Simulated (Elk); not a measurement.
## Polar Kerr effect of Mn3CuN

How strongly does Mn3CuN turn reflected light?

Program: Elk 11.2.3 (patched build). Level of theory: AM05; all-electron APW+lo, Dirac cores, scalar-relativistic bands with second-variational spin-orbit coupling. Results are calculated unless marked as measured.

### Step 1. Starting point

It takes space group Pm-3m (No. 221, cubic). Conventional cell: a = 3.829 Å, b = 3.829 Å, c = 3.829 Å, α = 90.00°, β = 90.00°, γ = 90.00°. Nearest to Mn lie 2 N at 1.91 Å. Cu has 12 Mn at 2.71 Å nearest. Nearest to N lie 6 Mn at 1.91 Å. Farther neighbours and most contacts between anions are not listed.

The cell comes from a database of computed structures and need not be the stable phase.

### Step 2. Self-consistent run

In a ferromagnet the Kerr effect comes from exchange splitting and spin–orbit coupling together. The parallel order is imposed here; no other order was tried.

In this input [111] lies along z, the axis of the moments and of the light.

Moments are seeded by fields in the spheres (the last three columns under atoms), set against the wanted direction and reduced each loop.

The input, elk.in:

```
tasks
  0
  15

xctype
  100 120 135

rgkmax
  7.0

nempty
  14

swidth
  0.002

reducebf
  0.5

epsengy
  1e-05

maxscl
  100

lmaxi
  3

spincore
  .true.

mixtype
  1

beta0
  0.05

spinpol
  .true.

spinorb
  .true.

cmagz
  .true.

sppath
  './'

avec
  5.70643701364 -1.52903518946 4.17740182418
  -1.52903518946 5.70643701364 4.17740182418
  -4.17740182418 -4.17740182418 4.17740182418

atoms
  3
  'Mn.in'
  3
  0.0000000000 0.5000000000 0.5000000000   0.000000 0.000000 -0.262500
  0.5000000000 0.5000000000 0.0000000000   0.000000 0.000000 -0.262500
  0.5000000000 0.0000000000 0.5000000000   0.000000 0.000000 -0.262500
  'Cu.in'
  1
  0.0000000000 0.0000000000 0.0000000000   0.000000 0.000000 0.000000
  'N.in'
  1
  0.5000000000 0.5000000000 0.5000000000   0.000000 0.000000 0.000000

ngridk
  6 6 6
```

Launch:

```sh
OMP_NUM_THREADS=4 elk
```

Numbers of over 12 decimals in the logs are rounded to 6 here.

What it wrote:

```text
Warning(gndstate): core states of species 2 leak from the muffin-tin :   0.1615015703E-03
Warning(chksvso): spin-orbit splittings by the second variation are low [figures from our tests cut]: local-orbitals by j (lorbdm 7 and 8, zora) mend levels alone

--- INFO.OUT ---
┌─────────────────────────┐
│ Elk code version 11.2.3 │
└─────────────────────────┘

All units are atomic (Hartree, Bohr, etc.)

┌─────────────────────────────────────────────────┐
│ Ground-state run starting from atomic densities │
└─────────────────────────────────────────────────┘

Lattice vectors :
   5.706437014      -1.529035189       4.177401824
  -1.529035189       5.706437014       4.177401824
  -4.177401824      -4.177401824       4.177401824

Species : 1 (Mn)
 parameters loaded from : Mn.in
 name : manganese
 nuclear charge    :   -25.00000000
 electronic charge :    25.00000000
 atomic mass :    100145.9370
 muffin-tin radius :    2.038706344
 number of radial points in muffin-tin :    993
 inner part over the whole radius :   0.9968499980E-02
 number on inner part of muffin-tin    :    697
 approximate nuclear radius :   0.7074591925E-04
 number of mesh points to nuclear radius :    333
 atomic positions (lattice), magnetic fields (Cartesian) :
  1 :   0.00000000  0.50000000  0.50000000    0.00000000  0.00000000 -0.26250000
  2 :   0.50000000  0.50000000  0.00000000    0.00000000  0.00000000 -0.26250000
  3 :   0.50000000  0.00000000  0.50000000    0.00000000  0.00000000 -0.26250000

Species : 2 (Cu)
 parameters loaded from : Cu.in
 name : copper
 nuclear charge    :   -29.00000000
 electronic charge :    29.00000000
 atomic mass :    115837.2717
 muffin-tin radius :    2.400000000
 number of radial points in muffin-tin :    993
 inner part over the whole radius :   0.9893084826E-02
 number on inner part of muffin-tin    :    701
 approximate nuclear radius :   0.7406004541E-04
 number of mesh points to nuclear radius :    336
 atomic positions (lattice), magnetic fields (Cartesian) :
  1 :   0.00000000  0.00000000  0.00000000    0.00000000  0.00000000  0.00000000

Species : 3 (N)
 parameters loaded from : N.in
 name : nitrogen
 nuclear charge    :   -7.000000000
 electronic charge :    7.000000000
 atomic mass :    25532.65216
 muffin-tin radius :    1.529029758
 number of radial points in muffin-tin :    593
 inner part over the whole radius :   0.9941217662E-02
 number on inner part of muffin-tin    :    405
 approximate nuclear radius :   0.4939692610E-04
 number of mesh points to nuclear radius :    171
 atomic positions (lattice), magnetic fields (Cartesian) :
  1 :   0.50000000  0.50000000  0.50000000    0.00000000  0.00000000  0.00000000

Total number of atoms per unit cell :    5
Total muffin-tin volume :    179.3612202
 ratio of muffin-tin to unit cell volume :   0.4735086441

Spin treatment :
 spin-polarised
 spin-orbit coupling
 spin-polarised core states
 global magnetic field (Cartesian) :    0.000000000       0.000000000       0.000000000
 collinear magnetisation in z-direction

Number of Bravais lattice symmetries :   48
Number of crystal symmetries         :    6
Crystal has inversion symmetry
Real symmetric eigensolver will be used

k-point grid :      6     6     6
k-point offset :    0.000000000       0.000000000       0.000000000
k-point set is reduced with full crystal symmetry group
Total number of k-points :       40

Muffin-tin radius times maximum |G+k| :    7.000000000
 using average radius
Maximum |G+k| for APW functions       :    3.484268948
Maximum (1/2)|G+k|²                   :    6.070065050
Maximum |G| for potential and density :    12.00000000
Constant for pseudocharge density :    7
 order of it for each species :   14  14  14
 order of it for pair densities of each species (exact exchange by exxq0 0: 14) :   10  14   4
Radial integration step length :    1

G-vector grid sizes :     28    28    28
Number of G-vectors :    11067

Maximum angular momentum used for
 APW functions            :    8
 outer part of muffin-tin :    6
 inner part of muffin-tin :    3

Number of empty states         :     70
Total number of valence states :    208
Total number of core states    :     44

Third-order local-orbitals added for an l without core states : T
Total number of local-orbitals :     99

Using Libxc version 7.0.0
Exchange-correlation functional :    100   120   135
 gga_x_am05; gga_c_am05
 gradient requirement :    2
 generalised gradient approximation (GGA)

Smearing type :    3
 Fermi-Dirac
Smearing width :   0.2000000000E-02
Effective electronic temperature (K) :    631.5500496

Mixing type :    1
 Adaptive linear mixing

Kohn-Sham potential initialised from atomic data

┌──────────────────────────────┐
│ Self-consistent loop started │
└──────────────────────────────┘

┌─────────────────┐
│ Loop number : 1 │
└─────────────────┘

Energies :
 Fermi                       :     0.288731
 sum of occupied eigenvalues :     -2989.5619168989
 electron kinetic            :      5211.5462872836
 core electron kinetic       :      4696.0598661556
 Coulomb                     :     -10150.924892527
 Coulomb potential           :     -7935.3917835942
 nuclear-nuclear             :     -897.65165191700
 electron-nuclear            :     -10601.660858028
 Hartree                     :      1348.3876174179
 Madelung                    :     -6183.2290007301
 xc potential                :     -265.46890580445
 xc effective B-field        :    -0.160123
 external B-field            :      0.000000
 exchange                    :     -211.41017673956
 correlation                 :     -8.599423
 electron entropic           :    -0.24829589873434E-02
 total energy                :     -5159.3906877516
 (external B-field energy excluded from total)

Density of states at Fermi energy :    181.1035480
 (states/Hartree/unit cell)

Estimated indirect band gap :   0.1835481808E-02
 from k-point 23 to k-point 12
Estimated direct band gap   :   0.3576528964E-02
 at k-point 11

Charges :
 core                        :    44.00000000
 valence                     :    67.00000000
 interstitial                :    8.593965776
 muffin-tins (core leakage)
  species : 1 (Mn)
   atom 1                    :    24.62139354     ( -0.2149462119E-06)
   atom 2                    :    24.62139354     ( -0.2149462119E-06)
   atom 3                    :    24.62139354     ( -0.2149462119E-06)
  species : 2 (Cu)
   atom 1                    :    21.88907635     (  0.1891838410E-03)
  species : 3 (N)
   atom 1                    :    6.652777253     (  0.3223096102E-05)
 total in muffin-tins        :    102.4060342
 total calculated charge     :    110.9996924
 total charge                :    111.0000000
 error                       :   0.3075978030E-03

Moments :
 interstitial                :  -0.2260947500
 muffin-tins
  species : 1 (Mn)
   atom 1                    :    1.613843093
   atom 2                    :    1.613843093
   atom 3                    :    1.613843093
  species : 2 (Cu)
   atom 1                    :  -0.3354246529
  species : 3 (N)
   atom 1                    :   0.1401665653E-01
 total in muffin-tins        :    4.520121282
 total moment                :    4.294026532

[... earlier loops left out ...]

┌──────────────────┐
│ Loop number : 38 │
└──────────────────┘

Energies :
 Fermi                       :     0.335293
 sum of occupied eigenvalues :     -2983.4693274925
 electron kinetic            :      5246.3663508309
 core electron kinetic       :      4693.2497131727
 Coulomb                     :     -10200.835047545
 Coulomb potential           :     -7936.3810981670
 nuclear-nuclear             :     -897.65165191700
 electron-nuclear            :     -10700.158071622
 Hartree                     :      1396.9746759937
 Madelung                    :     -6232.6444984619
 xc potential                :     -293.12244880527
 xc effective B-field        :    -0.332131
 external B-field            :      0.000000
 exchange                    :     -213.95283586247
 correlation                 :     -8.638029
 electron entropic           :    -0.14516268459431E-02
 total energy                :     -5177.0610132662
 (external B-field energy excluded from total)

Density of states at Fermi energy :    103.5590450
 (states/Hartree/unit cell)

Estimated indirect band gap :   0.2288734649E-02
 from k-point 12 to k-point 20
Estimated direct band gap   :   0.2307195873E-02
 at k-point 20

Charges :
 core                        :    44.00000000
 valence                     :    67.00000000
 interstitial                :    7.718342205
 muffin-tins (core leakage)
  species : 1 (Mn)
   atom 1                    :    23.07668213     ( -0.2149606111E-06)
   atom 2                    :    23.07668213     ( -0.2149606111E-06)
   atom 3                    :    23.07668213     ( -0.2149606111E-06)
  species : 2 (Cu)
   atom 1                    :    28.24877253     (  0.1615015703E-03)
  species : 3 (N)
   atom 1                    :    5.802838864     (  0.3235817860E-05)
 total in muffin-tins        :    103.2816578
 total calculated charge     :    110.9996519
 total charge                :    111.0000000
 error                       :   0.3481228960E-03

Moments :
 interstitial                :   0.2929624120
 muffin-tins
  species : 1 (Mn)
   atom 1                    :    2.299491423
   atom 2                    :    2.299491423
   atom 3                    :    2.299491423
  species : 2 (Cu)
   atom 1                    :   0.1485085213
  species : 3 (N)
   atom 1                    :  -0.1173119552
 total in muffin-tins        :    6.929670836
 total moment                :    7.222633248

┌──────────────────────────────┐
│ Self-consistent loop stopped │
└──────────────────────────────┘

Warning : core states of species 2 leak from the muffin-tin :   0.1615015703E-03

Wrote STATE.OUT
```

Run time: 16 min. Hardware: 4 threads of Arm Neoverse V1, shared host; peak memory 0.46 GiB; 65 min of CPU time.

Spin moment in the muffin-tin sphere by atom:

| atom | spin moment in the muffin-tin sphere (μB) |
| --- | --- |
| Mn1 | 2.30 |
| Mn2 | 2.30 |
| Mn3 | 2.30 |
| Cu4 | 0.15 |
| N5 | -0.12 |

This step gave:

* density of states at the Fermi level: 3.806 states/eV/cell
* moment between the spheres: 0.2930 μB
* magnetization: 7.223 μB
* final state: ferromagnetic

After 38 cycles the largest moment stands at 2.30 μB.

Orbital moment <L> in the sphere by atom:

| atom | x (μB) | y (μB) | z (μB) | size |
| --- | --- | --- | --- | --- |
| Mn1 | -0.0122 | 0.0033 | 0.0140 | 0.0189 |
| Mn2 | 0.0089 | 0.0089 | 0.0140 | 0.0188 |
| Mn3 | 0.0033 | -0.0122 | 0.0140 | 0.0189 |
| Cu4 | 0.0000 | 0.0000 | 0.0157 | 0.0157 |
| N5 | 0.0000 | 0.0000 | -0.0001 | 0.0001 |

### Step 3. States and momentum matrix elements on a finer mesh

Optical spectra need more k points than the density, so the states are solved once on a finer mesh in the saved potential.

Edit elk.in of step 2 so:

```diff
@@ -1,4 +1,4 @@
 tasks
-  0
-  15
+  1
+  120
 
@@ -23,3 +23,3 @@
 maxscl
-  100
+  1
 
@@ -58,5 +58,5 @@
   3
-  0.0000000000 0.5000000000 0.5000000000   0.000000 0.000000 -0.262500
-  0.5000000000 0.5000000000 0.0000000000   0.000000 0.000000 -0.262500
-  0.5000000000 0.0000000000 0.5000000000   0.000000 0.000000 -0.262500
+  0.0000000000 0.5000000000 0.5000000000   0.000000 0.000000 -0.000262
+  0.5000000000 0.5000000000 0.0000000000   0.000000 0.000000 -0.000262
+  0.5000000000 0.0000000000 0.5000000000   0.000000 0.000000 -0.000262
   'Cu.in'
@@ -69,2 +69,2 @@
 ngridk
-  6 6 6
+  10 10 10
```

Launch:

```sh
OMP_NUM_THREADS=4 elk
```

What it wrote:

```text
Warning(gndstate): core states of species 2 leak from the muffin-tin :   0.1615015777E-03
Warning(chksvso): spin-orbit splittings by the second variation are low [figures from our tests cut]: local-orbitals by j (lorbdm 7 and 8, zora) mend levels alone

--- INFO.OUT ---
┌─────────────────────────┐
│ Elk code version 11.2.3 │
└─────────────────────────┘

All units are atomic (Hartree, Bohr, etc.)

┌──────────────────────────────────────────┐
│ Ground-state run resuming from STATE.OUT │
└──────────────────────────────────────────┘

Lattice vectors :
   5.706437014      -1.529035189       4.177401824
  -1.529035189       5.706437014       4.177401824
  -4.177401824      -4.177401824       4.177401824

Species : 1 (Mn)
 muffin-tin radius :    2.038706344
 atomic positions (lattice), magnetic fields (Cartesian) :
  1 :   0.00000000  0.50000000  0.50000000    0.00000000  0.00000000  0.00000000
  2 :   0.50000000  0.50000000  0.00000000    0.00000000  0.00000000  0.00000000
  3 :   0.50000000  0.00000000  0.50000000    0.00000000  0.00000000  0.00000000

Species : 2 (Cu)
 muffin-tin radius :    2.400000000
 atomic positions (lattice), magnetic fields (Cartesian) :
  1 :   0.00000000  0.00000000  0.00000000    0.00000000  0.00000000  0.00000000

Species : 3 (N)
 muffin-tin radius :    1.529029758
 atomic positions (lattice), magnetic fields (Cartesian) :
  1 :   0.50000000  0.50000000  0.50000000    0.00000000  0.00000000  0.00000000

Total number of atoms per unit cell :    5
Total muffin-tin volume :    179.3612202
 ratio of muffin-tin to unit cell volume :   0.4735086441

Spin treatment :
 spin-polarised
 spin-orbit coupling
 spin-polarised core states
[...]
Hartree                     :      1396.9833916922
 Madelung                    :     -6232.6568732533
 xc potential                :     -293.14097615399
 xc effective B-field        :    -0.331921
 external B-field            :      0.000000
 exchange                    :     -213.95306326652
 correlation                 :     -8.638045
 electron entropic           :    -0.15933766325330E-02
 total energy                :     -5177.0638963306
 (external B-field energy excluded from total)

Density of states at Fermi energy :    117.5227116
 (states/Hartree/unit cell)

Estimated indirect band gap :   0.1713111149E-03
 from k-point 39 to k-point 15
Estimated direct band gap   :   0.2595591867E-03
 at k-point 15

Charges :
 core                        :    44.00000000
 valence                     :    67.00000000
 interstitial                :    7.717708867
 muffin-tins (core leakage)
  species : 1 (Mn)
   atom 1                    :    23.07654152     ( -0.2149604423E-06)
   atom 2                    :    23.07654152     ( -0.2149604423E-06)
   atom 3                    :    23.07654152     ( -0.2149604423E-06)
  species : 2 (Cu)
   atom 1                    :    28.24992836     (  0.1615015777E-03)
  species : 3 (N)
   atom 1                    :    5.802738217     (  0.3235817847E-05)
 total in muffin-tins        :    103.2822911
 total calculated charge     :    110.9996677
 total charge                :    111.0000000
 error                       :   0.3323160207E-03

Moments :
 interstitial                :   0.2935417152
 muffin-tins
  species : 1 (Mn)
   atom 1                    :    2.298400692
   atom 2                    :    2.298400692
   atom 3                    :    2.298400692
  species : 2 (Cu)
   atom 1                    :   0.1498242360
  species : 3 (N)
   atom 1                    :  -0.1176969111
 total in muffin-tins        :    6.927329400
 total moment                :    7.220871115

┌──────────────────────────────┐
│ Self-consistent loop stopped │
└──────────────────────────────┘

Warning : core states of species 2 leak from the muffin-tin :   0.1615015777E-03
```

It took 4 min on 4 threads; peak memory 1 GiB.

Numbers from this step:

- magnetization: 7.221 μB
- largest moment: 2.298 μB

### Step 4. Optics with a broadening of 0.11 eV

The broadening stands for the lifetime of the excited states; it lowers and widens the peaks.

Edit elk.in of step 3 so:

```diff
@@ -1,4 +1,4 @@
 tasks
-  1
-  120
+  121
+  122
 
@@ -14,3 +14,3 @@
 swidth
-  0.002
+  0.004
 
@@ -23,3 +23,3 @@
 maxscl
-  1
+  100
 
@@ -44,2 +44,5 @@
 cmagz
+  .true.
+
+intraband
   .true.
@@ -70 +73,10 @@
   10 10 10
+
+wplot
+  240 100 0
+  0.00000 0.30000
+
+optcomp
+  1 1
+  1 2
+  3 3
```

Launch:

```sh
OMP_NUM_THREADS=4 elk
```

What it wrote:

```text
┌─────────────────────────────────┐
│ Elk code version 11.2.3 started │
└─────────────────────────────────┘

Info(readinput): the functional depends on the density's gradient
 muffin-tin radial points multiplied by    2.00000
 (not where nrmtscf is given)

┌────────────────────┐
│ Current task : 121 │
└────────────────────┘

Info(checkmt): changed muffin-tin radius of species 1 (Mn) from   2.4000 to   2.0387
Info(checkmt): changed muffin-tin radius of species 3 (N) from   1.8000 to   1.5290

Info(dielectric):
 dielectric tensor written to EPSILON_ij.OUT
 optical conductivity written to SIGMA_ij.OUT
 plasma frequency written to PLASMA_ij.OUT
 for components
  i = 1, j = 1
  i = 1, j = 2
  i = 3, j = 3

┌────────────────────┐
│ Current task : 122 │
└────────────────────┘

Warning(chksvso): spin-orbit splittings by the second variation are low [figures from our tests cut]: local-orbitals by j (lorbdm 7 and 8, zora) mend levels alone

Info(dielectric):
 dielectric tensor written to EPSILON_ij.OUT
 optical conductivity written to SIGMA_ij.OUT
 plasma frequency written to PLASMA_ij.OUT
 for components
  i = 1, j = 1
  i = 1, j = 2

Info(moke):
 complex Kerr angle in degrees written to KERR.OUT

┌──────────────────┐
│ Elk code stopped │
└──────────────────┘
```

The job ended after 1.8 min (4 threads; peak memory 0.05 GiB; 7.1 min of CPU time).

Intraband term included. The polar Kerr angle by photon energy; values in degrees:

| photon energy (eV) | rotation | ellipticity |
| --- | --- | --- |
| 0.0 | 0 | 0 |
| 0.5 | 0.224 | -0.0656 |
| 1.0 | 0.214 | -0.0917 |
| 1.5 | 0.224 | 0.0207 |
| 2.0 | 0.0911 | 0.00131 |
| 2.5 | 0.270 | 0.0383 |
| 3.0 | 0.205 | 0.137 |
| 3.5 | 0.263 | -0.0193 |
| 4.0 | 0.160 | 0.0404 |
| 4.5 | 0.356 | 0.257 |
| 5.0 | -0.0309 | 0.179 |
| 5.5 | 0.101 | 0.0125 |
| 6.0 | 0.0969 | 0.237 |
| 6.5 | 0.0629 | -0.0222 |
| 7.0 | 0.0409 | 0.132 |
| 7.5 | 0.0416 | 0.130 |
| 8.0 | 0.260 | -0.0571 |

(Part 1 of 2 ends here.)

[Logs and program files are shortened in this print: banners, set-up blocks, solver, clock and traceback lines can be left out without a mark of their own.]

[Logs are printed without paths, hosts, clocks, repeated set-up lines and the standing remarks that a program may print on its own settings, such as how far it seeks lower states.]

[Hosts, paths, dates, database ids (printed as entryN), source tags and the programs' standing remarks are cut or masked in the printed files.]

[Where a cell is said to come from a database of computed structures, the database is the Materials Project.]
